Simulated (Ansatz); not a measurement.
# Ti2NF2 monolayer: from the cell to its phonons, part 2 of 2

Wanted: vibrations and spectra of Ti2NF2 monolayer; the cell is already relaxed. After the zone centre comes a 4×4×1 q mesh on a 20×20×1 k mesh.

Ansatz 0.2.0; DFT PBEsol, scalar-relativistic, plane waves, PAW.

So far, highest frequency on the path or at a solved wavevector (cm⁻¹): step 3 (the dispersion) 697.

## 4. Another isotope, element N, natural mass 14.007 amu

An isotope changes the mass and not the force constants, so no new electronic calculation is needed; the shifts show which modes move this element.

The same force constants with the mass of N changed from 14.007 to 15.000 u (phonopy, no LO-TO term). Both lists are sorted by frequency; levels can cross, so a row need not hold one and the same mode. Modes under 3 cm⁻¹ are left out. Isotope shifts, by row, the first 40 of 57 rows:

```
       q  rank  natural mass (cm⁻¹)  changed mass (cm⁻¹)
   0 0 0     4                202.4                202.4
   0 0 0     5                202.4                202.4
   0 0 0     6                261.3                261.3
   0 0 0     7                283.2                282.9
   0 0 0     8                283.2                282.9
   0 0 0     9                308.6                308.6
   0 0 0    10                308.6                308.6
   0 0 0    11                467.4                465.9
   0 0 0    12                517.7                517.7
   0 0 0    13                602.8                586.4
   0 0 0    14                694.8                674.5
   0 0 0    15                694.8                674.5
0 0.25 0     1                108.3                  108
0 0.25 0     2                132.2                131.7
0 0.25 0     3                196.1                195.5
0 0.25 0     4                  207                  207
0 0.25 0     5                233.3                233.2
0 0.25 0     6                257.1                257.1
0 0.25 0     7                281.5                281.2
0 0.25 0     8                284.2                284.1
0 0.25 0     9                301.4                301.1
0 0.25 0    10                350.9                350.8
0 0.25 0    11                430.9                430.6
0 0.25 0    12                441.6                441.6
0 0.25 0    13                594.8                577.5
0 0.25 0    14                684.9                664.5
0 0.25 0    15                691.7                671.6
0 -0.5 0     1                184.9                184.2
0 -0.5 0     2                201.4                200.6
0 -0.5 0     3                208.6                208.6
0 -0.5 0     4                251.6                251.6
0 -0.5 0     5                261.2                261.2
0 -0.5 0     6                  266                265.7
0 -0.5 0     7                266.4                265.8
0 -0.5 0     8                277.1                277.1
0 -0.5 0     9                297.9                297.9
0 -0.5 0    10                300.9                300.6
0 -0.5 0    11                  383                382.4
0 -0.5 0    12                421.9                421.9
0 -0.5 0    13                595.6                578.4
```

A mode of this element alone would shift by -3.37 %. The highest zone-centre frequency without the field goes from 694.8 to 674.5 cm⁻¹ (-2.9 %). The product of the frequency ratios over all optical modes at Γ is 0.911; the product rule, (m/m′)^(3k/2) (M′/M)^(3/2) with k = 1 such atoms and M the mass of the cell, gives 0.911.

## 5. Isotope substitution, element Ti, natural mass 47.867 amu

The same for Ti, from 47.87 to 49.94 u.

The same force constants with the mass of Ti changed from 47.867 to 49.945 u (phonopy, no LO-TO term). Both lists are sorted by frequency; levels can cross, so a row need not hold one and the same mode. Modes under 3 cm⁻¹ are left out. Isotope shifts, by row, the first 40 of 57 rows:

| q | rank | natural mass (cm⁻¹) | changed mass (cm⁻¹) |
| --- | --- | --- | --- |
| 0 0 0 | 4 | 202.4 | 200.8 |
| 0 0 0 | 5 | 202.4 | 200.8 |
| 0 0 0 | 6 | 261.3 | 258.4 |
| 0 0 0 | 7 | 283.2 | 281.9 |
| 0 0 0 | 8 | 283.2 | 281.9 |
| 0 0 0 | 9 | 308.6 | 304.7 |
| 0 0 0 | 10 | 308.6 | 304.7 |
| 0 0 0 | 11 | 467.4 | 465.5 |
| 0 0 0 | 12 | 517.7 | 512.4 |
| 0 0 0 | 13 | 602.8 | 600.8 |
| 0 0 0 | 14 | 694.8 | 693 |
| 0 0 0 | 15 | 694.8 | 693 |
| 0 0.25 0 | 1 | 108.3 | 106.9 |
| 0 0.25 0 | 2 | 132.2 | 130.5 |
| 0 0.25 0 | 3 | 196.1 | 193.5 |
| 0 0.25 0 | 4 | 207 | 204.5 |
| 0 0.25 0 | 5 | 233.3 | 230.3 |
| 0 0.25 0 | 6 | 257.1 | 256.1 |
| 0 0.25 0 | 7 | 281.5 | 279.7 |
| 0 0.25 0 | 8 | 284.2 | 282 |
| 0 0.25 0 | 9 | 301.4 | 299.3 |
| 0 0.25 0 | 10 | 350.9 | 345.8 |
| 0 0.25 0 | 11 | 430.9 | 428 |
| 0 0.25 0 | 12 | 441.6 | 437.9 |
| 0 0.25 0 | 13 | 594.8 | 593.1 |
| 0 0.25 0 | 14 | 684.9 | 683.2 |
| 0 0.25 0 | 15 | 691.7 | 689.7 |
| 0 -0.5 0 | 1 | 184.9 | 182 |
| 0 -0.5 0 | 2 | 201.4 | 198.7 |
| 0 -0.5 0 | 3 | 208.6 | 206 |
| 0 -0.5 0 | 4 | 251.6 | 248.4 |
| 0 -0.5 0 | 5 | 261.2 | 257.8 |
| 0 -0.5 0 | 6 | 266 | 262.6 |
| 0 -0.5 0 | 7 | 266.4 | 265.3 |
| 0 -0.5 0 | 8 | 277.1 | 274.7 |
| 0 -0.5 0 | 9 | 297.9 | 295.8 |
| 0 -0.5 0 | 10 | 300.9 | 298.9 |
| 0 -0.5 0 | 11 | 383 | 381.7 |
| 0 -0.5 0 | 12 | 421.9 | 418 |
| 0 -0.5 0 | 13 | 595.6 | 593.9 |

A mode of this element alone would shift by -2.10 %. The highest zone-centre frequency without the field goes from 694.8 to 693.0 cm⁻¹ (-0.3 %). The product of the frequency ratios over all optical modes at Γ is 0.918; the product rule, (m/m′)^(3k/2) (M′/M)^(3/2) with k = 2 such atoms and M the mass of the cell, gives 0.918.

## 6. Results

| Property | Result |
| --- | --- |
| space group (within 0.01 Å) | P-3m1 |
| area per atom | 1.57 Å² |
| electronic character | no gap on this mesh |
| highest optical mode at the zone centre (no LO-TO term) | 693 cm⁻¹ |
| lowest optical zone-centre mode | 203 cm⁻¹ |
| lowest mode on the q mesh (acoustic modes at Γ apart) | 108 cm⁻¹ |
| highest frequency on the path or at a solved wavevector | 697 cm⁻¹ |
| zero-point energy per atom | 64.8 meV |
| heat capacity at 300 K | 19.5 J/(mol atoms K) |
| vibrational entropy at 300 K | 18.4 J/(mol atoms K) |
| imaginary modes on the 4×4×1 q mesh | none |

The structure is a minimum as far as tested: no mode is imaginary at the 4 irreducible wavevectors of the 4×4×1 mesh, and the softest away from the acoustic zeros lies at 108 cm⁻¹. The optical modes at Γ span 203 to 693 cm⁻¹. The highest mode in this list at Γ, 693.4 cm⁻¹, is mostly motion of N (87 % of the kinetic energy). On the path and the mesh, the widest gap between branches runs from 518 to 594 cm⁻¹. With no gap, or one that is small against the smearing, the frequencies hang on the k mesh and the smearing, most of all near Kohn anomalies. The phonon runs are without spin polarisation, although the cell has an odd electron count. In a sheet or slab the interpolated bending branch near Γ is rough, since the rotational sum rule isn't imposed. The starting cell was built on a prototype and not taken from a measurement. These are harmonic frequencies at zero temperature: anharmonic shifts, linewidths and thermal expansion are left out.

[Logs are printed without paths, hosts, clocks, repeated set-up lines and the standing remarks that a program may print on its own settings, such as how far it seeks lower states.]

[Hosts, paths, dates, database ids (printed as entryN), source tags and the programs' standing remarks are cut or masked in the printed files.]
